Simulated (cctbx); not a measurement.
# Diagnosing a refinement

Cell a = 4.0810 Å, b = 18.2440 Å, c = 10.9150 Å, α = 90.00°, β = 90.00°, γ = 90.00°; space group Cmcm (no. 63).

The data are simulated with cctbx, not measured: Ag Kα, λ = 0.56087 Å, to d = 0.7 Å, 50 % of the full sphere, strongest reflection 20000 counts, noise from counting, a 1.5 % proportional error and a noise floor of 8 counts (s.d.); no absorption.

An anisotropic refinement with weights 1/σ² prints:

```text
Rint 0.032, 714 unique reflections to 0.70 A
cycle     R1     wR2    GooF  max shift (A)
   1  0.1262  0.2311   7.288   0.01106
   2  0.1248  0.2256   7.114   0.00001
final R1 0.1248 wR2 0.2256 GooF 7.114  parameters 32  data/parameter 22.3
atom        x        y        z      Ueq    occ   su(xyz)  su(Uiso or U11)
Dy1    0.00000  0.10066  0.93854   0.0031  1.000  0.00018  0.0009
Dy2    0.00000  0.24453  0.25000   0.0028  1.000  0.00016  0.0012
Ga1    0.00000  0.47914  0.58724   0.0044  1.000  0.00045  0.0021  NPD
Ga2    0.00000  0.45692  0.25000   0.0034  1.000  0.00040  0.0027
Ga3    0.00000  0.36837  0.64711   0.0033  1.000  0.00042  0.0020
Ga4    0.00000  0.27609  0.98078   0.0026  1.000  0.00044  0.0019
difference map: max 95.62 min -8.42 rms 2.28
Q1    0.0000  0.0500  0.2500    4   98.49  2.66 A from Ga2
Q2    0.0000  0.1067  0.5707    8    8.69  0.15 A from Dy1
Q3    0.0000  0.3678  0.6588    8    7.29  0.13 A from Ga3
Q4    0.0000  0.2880  0.0068    8    6.84  0.36 A from Ga4
Q5    0.0000  0.4668  0.6032    8    6.28  0.29 A from Ga1
Q6    0.0000  0.3708  0.7500    4    5.39  1.12 A from Ga3
```

**Question.** Can this result stand? If not, what is the likely fault?

Mend it. The fault: an atom left out, Ti at (0, 0.0503, 1/4). Against the right model at the same level, R1 goes from 0.0145 to 0.1248 and GooF from 0.93 to 7.11, the top difference peak, 98.5 e/Å³, lies 2.66 Å from Ga2 and Ga1 goes non-positive-definite. Q1 is the missing atom. With scattering power missing, scale and phases suffer, so peaks may also grow on the heavy atoms.

The compound is Dy3TiGa7. The right model at the same level gives:

```text
Rint 0.032, 714 unique reflections to 0.70 A
cycle     R1     wR2    GooF  max shift (A)
   1  0.0204  0.0412   1.304   0.00113
   2  0.0145  0.0295   0.933   0.00000
final R1 0.0145 wR2 0.0295 GooF 0.933  parameters 36  data/parameter 19.8
atom        x        y        z      Ueq    occ   su(xyz)  su(Uiso or U11)
Dy1    0.00000  0.10081  0.93849   0.0034  1.000  0.00002  0.0001
Dy2    0.00000  0.24451  0.25000   0.0039  1.000  0.00002  0.0002
Ga1    0.00000  0.47903  0.58775   0.0043  1.000  0.00006  0.0003
Ga2    0.00000  0.45631  0.25000   0.0038  1.000  0.00005  0.0004
Ga3    0.00000  0.36830  0.64726   0.0026  1.000  0.00005  0.0002
Ga4    0.00000  0.27634  0.98137   0.0037  1.000  0.00006  0.0003
Ti1    0.00000  0.05039  0.25000   0.0042  1.000  0.00008  0.0006
difference map: max 2.53 min -2.36 rms 0.44
Q1    0.0000  0.1811  0.7500    4    2.61  2.45 A from Dy2
Q2    0.0000  0.2613  0.6841    8    2.16  1.83 A from Ga4
Q3    0.2547  0.0866  0.7500    8    2.06  1.27 A from Ga2
Q4    0.0000  0.4949  0.7019    8    1.96  1.03 A from Ga2
Q5    0.2053  0.1613  0.7500    8    1.76  2.10 A from Dy2
Q6    0.0000  0.1521  0.2500    4    1.73  1.69 A from Dy2
```

Isotropic U is held between 0.0001 and 1 Å² by the program, and listed peak heights are interpolated, so they can pass the grid's maximum.

The model is made up (kin elements in a known structure type, no relaxation), so it says nothing on whether the phase exists.

[Middle refinement cycles are left out of these outputs.]

[Logs are printed without paths, hosts, clocks, repeated set-up lines and the standing remarks that a program may print on its own settings, such as how far it seeks lower states.]
